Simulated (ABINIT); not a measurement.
## Quasiparticle gap of Tellurium (P3_121, 3 atoms a cell) in ABINIT

Wanted: ground state, empty states, screening and self-energy for Tellurium (P3_121, 3 atoms a cell).

Main program and level: ABINIT 10.8.3; PBE and many-body steps on it, plane waves.

The database entry behind the starting cell differs from later determinations by our own check (inner coordinate of an old entry), so it need not match the best structure at ambient conditions.

## Step 1: The structure

The structure is trigonal, space group P3_121 (No. 152). Conventional cell: a = 4.454 Å, b = 4.454 Å, c = 5.924 Å, α = 90.00°, β = 90.00°, γ = 120.00°. Te has 2 Te at 2.86 Å nearest.

As a file:

```cif
data_structure
_symmetry_space_group_name_H-M 'P 1'
_symmetry_Int_Tables_number 1
_cell_length_a 4.4540
_cell_length_b 4.4540
_cell_length_c 5.9240
_cell_angle_alpha 90.000
_cell_angle_beta 90.000
_cell_angle_gamma 120.000
_cell_volume 101.78
loop_
_atom_site_label
_atom_site_type_symbol
_atom_site_fract_x
_atom_site_fract_y
_atom_site_fract_z
_atom_site_occupancy
Te1 Te 0.26900 0.00000 0.33333 1
Te2 Te 0.00000 0.26900 0.66667 1
Te3 Te 0.73100 0.73100 0.00000 1
```

The cell and positions come from the Crystallography Open Database and are kept as given unless a step says otherwise. Spin-orbit coupling is left out unless a step names it.

## Step 2: Ground state

This step: ABINIT 10.8.3; DFT, PBE, plane waves, norm-conserving pseudopotentials.

The ground-state density comes first.

run.abi

```
acell 3*1.0 Angstrom
rprim 
  4.454000000025 -0.000000000006 0.000000000000
  -2.227000000008 3.857277148481 0.000000000000
  0.000000000000 0.000000000000 5.924000000000
ntypat 1
znucl 52
natom 3
typat 1 1 1
xred 
  0.269000000000 0.000000000000 0.333333333333
  0.000000000000 0.269000000000 0.666666666667
  0.731000000000 0.731000000000 -0.000000000000
pp_dirpath "pseudos"
pseudos "Te.upf"
ecut 39
ngkpt 3 3 4
nshiftk 1
shiftk 0 0 0
kptopt 1
chksymbreak 0
nband 41
occopt 1
tolvrs 1e-08
nstep 60
prtwf 0
optforces 0
optstress 0
indata_prefix "in"
outdata_prefix "out"
tmpdata_prefix "tmp"
```

Launch:

```console
$ OMP_NUM_THREADS=1 mpirun -n 4 abinit run.abi > log
```

Numbers of over 12 decimals in the logs are rounded to 6 here.

The log of the run:

```text
.Version 10.8.3 of ABINIT. v10.8.2 released Aug 2026.

 Symmetries : space group P3_1 2 1 (#152); Bravais hP (primitive hexag.)
================================================================================
 Values of the parameters that define the memory need of the present run
     intxc =       0    ionmov =       0      iscf =       7    lmnmax =       8
     lnmax =       8     mgfft =      64  mpssoang =       4    mqgrid =    3148
     natom =       3  nloc_mem =       1    nspden =       1   nspinor =       1
    nsppol =       1      nsym =       6    n1xccc =    2501    ntypat =       1
    occopt =       1   xclevel =       2
-    mband =          41        mffmem =           1         mkmem =           3
       mpw =        8010          nfft =      147456          nkpt =          10
================================================================================
  Rough estimation (10% accuracy) of disk space for files :
================================================================================

--------------------------------------------------------------------------------
------------- Echo of variables that govern the present computation ------------
--------------------------------------------------------------------------------
 -outvars: echo values of preprocessed input variables --------
            acell      1.8897261259E+00  1.8897261259E+00  1.8897261259E+00 Bohr

      chksymbreak           0
             ecut      3.90000000E+01 Hartree
-          fftalg         312

              ixc     -101130
              kpt      0.00000000E+00  0.00000000E+00  0.00000000E+00
                       3.33333333E-01  0.00000000E+00  0.00000000E+00
                       3.33333333E-01  3.33333333E-01  0.00000000E+00
                       0.00000000E+00  0.00000000E+00  2.50000000E-01
                       3.33333333E-01  0.00000000E+00  2.50000000E-01
                      -3.33333333E-01  0.00000000E+00  2.50000000E-01
                       3.33333333E-01  3.33333333E-01  2.50000000E-01
                       0.00000000E+00  0.00000000E+00  5.00000000E-01
                       3.33333333E-01  0.00000000E+00  5.00000000E-01
                       3.33333333E-01  3.33333333E-01  5.00000000E-01
         kptrlatt        3    0    0      0    3    0      0    0    4
          kptrlen      2.52505205E+01
P           mkmem           3
            natom           3
            nband          41
            ngfft          48      48      64
             nkpt          10
            nstep          60
             nsym           6
           ntypat           1
              occ      2.000000  2.000000  2.000000  2.000000  2.000000  2.000000
                       2.000000  2.000000  2.000000  2.000000  2.000000  2.000000
                       2.000000  2.000000  2.000000  2.000000  2.000000  2.000000
                       2.000000  2.000000  2.000000  2.000000  2.000000  2.000000
                       2.000000  2.000000  2.000000  2.000000  2.000000  2.000000
                       2.000000  2.000000  2.000000  2.000000  2.000000  2.000000
                       0.000000  0.000000  0.000000  0.000000  0.000000
        optforces           0
        optstress           0
            prtwf           0
            rprim      4.4540000000E+00 -6.0000000000E-12  0.0000000000E+00
                      -2.2270000000E+00  3.8572771485E+00  0.0000000000E+00
[...]
spgroup         152

           tolvrs      1.00000000E-08

             xred      2.6900000000E-01  1.8503717077E-17  3.3333333333E-01
[...]
znucl       52.00000

================================================================================

 chkinp: Checking input parameters for consistency.

================================================================================
== DATASET  1 ==================================================================
-   mpi_nproc: 4, omp_nthreads: 1 (-1 if OMP is not activated)

--- !DatasetInfo
iteration_state: {dtset: 1, }
dimensions: {natom: 3, nkpt: 10, mband: 41, nsppol: 1, nspinor: 1, nspden: 1, mpw: 8010, }
cutoff_energies: {ecut:  39.0, pawecutdg:  -1.0, }
electrons: {nelect:   7.20000000E+01, charge:   0.00000000E+00, occopt:   1.00000000E+00, tsmear:   1.00000000E-02, }

 Real(R)+Recip(G) space primitive vectors, cartesian coordinates (Bohr,Bohr^-1):
 R(1)=  8.4168402  0.0000000  0.0000000  G(1)=  0.1188094  0.0685947  0.0000000
 R(2)= -4.2084201  7.2891974  0.0000000  G(2)=  0.0000000  0.1371893  0.0000000
 R(3)=  0.0000000  0.0000000 11.1947376  G(3)=  0.0000000  0.0000000  0.0893277
 Unit cell volume ucvol=  6.8681965E+02 bohr^3
 Angles (23,13,12)=  9.00000000E+01  9.00000000E+01  1.20000000E+02 degrees

 getcut: wavevector=  0.0000  0.0000  0.0000  ngfft=  48  48  64
         ecut(hartree)=     39.000   => boxcut(ratio)=   2.02859

--- Pseudopotential description ------------------------------------------------
- Te Generated using ONCVPSP code by D. R. Hamann
- 52.00000  24.00000  220131                  znucl, zion, pspdat
12 -101130 3 -1 1294                          pspcod,pspxc,lmax,lloc,mmax
     nproj     2     2     2     2
  pspatm : epsatm=   28.89495404
         --- l  ekb(1:nproj) -->
[...]
pspatm: atomic psp has been read  and splines computed

   6.24131007E+03                                ecore*ucvol(ha*bohr**3)
--------------------------------------------------------------------------------

_setup2: Arith. and geom. avg. npw (full set) are    7987.639    7987.626

================================================================================

--- !BeginCycle
iteration_state: {dtset: 1, }
solver: {iscf: 7, nstep: 60, nline: 4, wfoptalg: 0, }
tolerances: {tolvrs: 1.00E-08, }

     iter   Etot(hartree)      deltaE(h)  residm     vres2
 ETOT  1  -839.08343190694    -8.391E+02 9.747E-01 1.712E+01
 ETOT  2  -841.45445478324    -2.371E+00 1.937E-02 7.743E+00
 ETOT  3  -841.45650271447    -2.048E-03 1.751E-03 2.356E+00
 ETOT  4  -841.45664000663    -1.373E-04 3.909E-04 5.896E-01
 ETOT  5  -841.45678481902    -1.448E-04 3.060E-05 4.314E-03
 ETOT  6  -841.45678500668    -1.877E-07 1.090E-05 6.003E-04
 ETOT  7  -841.45678508897    -8.229E-08 1.102E-06 1.361E-05
 ETOT  8  -841.45678509048    -1.507E-09 5.180E-07 1.320E-06
 ETOT  9  -841.45678509072    -2.360E-10 6.215E-08 1.394E-07
 ETOT 10  -841.45678509072    -3.411E-12 3.190E-08 5.746E-10

 At SCF step   10       vres2   =  5.75E-10 < tolvrs=  1.00E-08 =>converged.

--- !ResultsGS
iteration_state: {dtset: 1, }
comment   : Summary of ground state results
lattice_vectors:
- [  8.4168402,  -0.0000000,   0.0000000, ]
- [ -4.2084201,   7.2891974,   0.0000000, ]
- [  0.0000000,   0.0000000,  11.1947376, ]
lattice_lengths: [   8.41684,    8.41684,   11.19474, ]
lattice_angles: [ 90.000,  90.000, 120.000, ] # degrees, (23, 13, 12)
lattice_volume:   6.8681965E+02
convergence: {deltae: -3.411E-12, res2:  5.746E-10, residm:  3.190E-08, diffor:  0.000E+00, }
etotal    :  -8.41456785E+02
entropy   :   0.00000000E+00
fermie    :   2.51304514E-01
cartesian_stress_tensor: null
pressure_GPa: null
xred      :
- [  2.6900E-01,   1.8504E-17,   3.3333E-01, Te]
- [ -4.5416E-18,   2.6900E-01,   6.6667E-01, Te]
- [  7.3100E-01,   7.3100E-01,   9.2519E-18, Te]
cartesian_forces: null
force_length_stats: {min: null, max: null, mean: null, }

 Integrated electronic density in atomic spheres:
 ------------------------------------------------
 Atom  Sphere_radius  Integrated_density
[...]
2        2.00000         19.88490079
    3        2.00000         19.90733743
================================================================================

 ----iterations are completed or convergence reached----

 Mean square residual over all n,k,spin=   10.251E-11; max=  31.895E-09
 reduced coordinates (array xred) for    3 atoms
       0.269000000000      0.000000000000      0.333333333333
      -0.000000000000      0.269000000000      0.666666666667
       0.731000000000      0.731000000000      0.000000000000
 rms dE/dt=  0.0000E+00; max dE/dt=  0.0000E+00; dE/dt below (all hartree)
    1       0.000000000000      0.000000000000      0.000000000000
    2       0.000000000000      0.000000000000      0.000000000000
    3       0.000000000000      0.000000000000      0.000000000000

 cartesian coordinates (angstrom) at end:
    1      1.198126    -1.61e-12     1.974667
    2     -0.599063     1.037608     3.949333
    3      1.627937     2.819670     0.000000
 length scales=  1.889726125908  1.889726125908  1.889726125908 bohr
              =  1.000000000000  1.000000000000  1.000000000000 angstroms
 prteigrs : about to open file out_EIG
 Fermi (or HOMO) energy (hartree) =   0.25130   Average Vxc (hartree)=  -0.35721
 Eigenvalues (hartree) for nkpt=  10  k points:
 kpt#   1, nband= 41, wtk=  0.02778, kpt=  0.0000  0.0000  0.0000 (reduced coord)
  -5.63044   -5.63044   -5.63044   -3.79578   -3.79578   -3.79569   -3.79476   -3.79470
  -3.79470   -3.78907   -3.78907   -3.78906   -1.12317   -1.12317   -1.12142   -1.12138
  -1.12138   -1.11863   -1.11651   -1.11641   -1.11641   -1.11560   -1.11536   -1.11536
  -1.11467   -1.11365   -1.11365   -0.24880   -0.12766   -0.12766    0.13905    0.15038
   0.15038    0.18985    0.18985    0.22019    0.28870    0.28870    0.31049    0.43568
   0.43568
 prteigrs : prtvol=0 or 1, do not print more k-points.

--- !EnergyTerms
iteration_state     : {dtset: 1, }
comment             : Components of total free energy in Hartree
kinetic             :  2.83680428112674E+02
hartree             :  2.98008347443389E+02
xc                  : -1.08425684415093E+02
Ewald energy        : -3.96916999249850E+02
psp_core            :  9.08726201339740E+00
local_psp           : -8.84224890416060E+02
non_local_psp       : -4.26652485791755E+01
total_energy        : -8.41456785090719E+02
total_energy_eV     : -2.28972055884050E+04
band_energy         : -1.34797608331638E+02

== END DATASET(S) ==============================================================
================================================================================

 -outvars: echo values of variables after computation  --------
           etotal     -8.4145678509E+02
            nband          41
             nkpt          10
          spgroup         152
 [... the other variables as echoed above ...]

 Calculation completed.
```

Wall time 38 s (4 MPI ranks of AMD EPYC 7R43, shared host); peak memory 0.46 GiB; 2.5 min of CPU time.

This step gave:

| Item | Value |
| --- | --- |
| total energy | -22897.2056 eV |
| gap | 0.1888 eV |
| k of the valence top | 0.3333, 0.3333, 0.5 |
| k of the conduction bottom | 0.3333, 0.3333, 0.5 |
| least direct gap | 0.1888 eV |

The gap is direct, at (0.333, 0.333, 0.500).

[end of part 1 of 3]

[Paths, hosts, dates, memory and timing lines, banners, echoed tables and standing remarks are left out of the program output.]

[Logs are printed without paths, hosts, clocks, repeated set-up lines and the standing remarks that a program may print on its own settings, such as how far it seeks lower states.]

[Runs of the session that timed out or met a known fault of the program may be left out.]

[Hosts, paths, dates, database ids (printed as entryN), source tags and the programs' standing remarks are cut or masked in the printed files.]

[G0W0 gaps are taken among the corrected bands and points alone; a level outside them can change the order at an edge.]

[Where Ansatz stands beside ABINIT at settings called matched, ABINIT's density can come from a denser mesh and the files from another edition; pairs whose starting gaps differed by over 0.03 eV were left out, so agreement reads better than it is.]
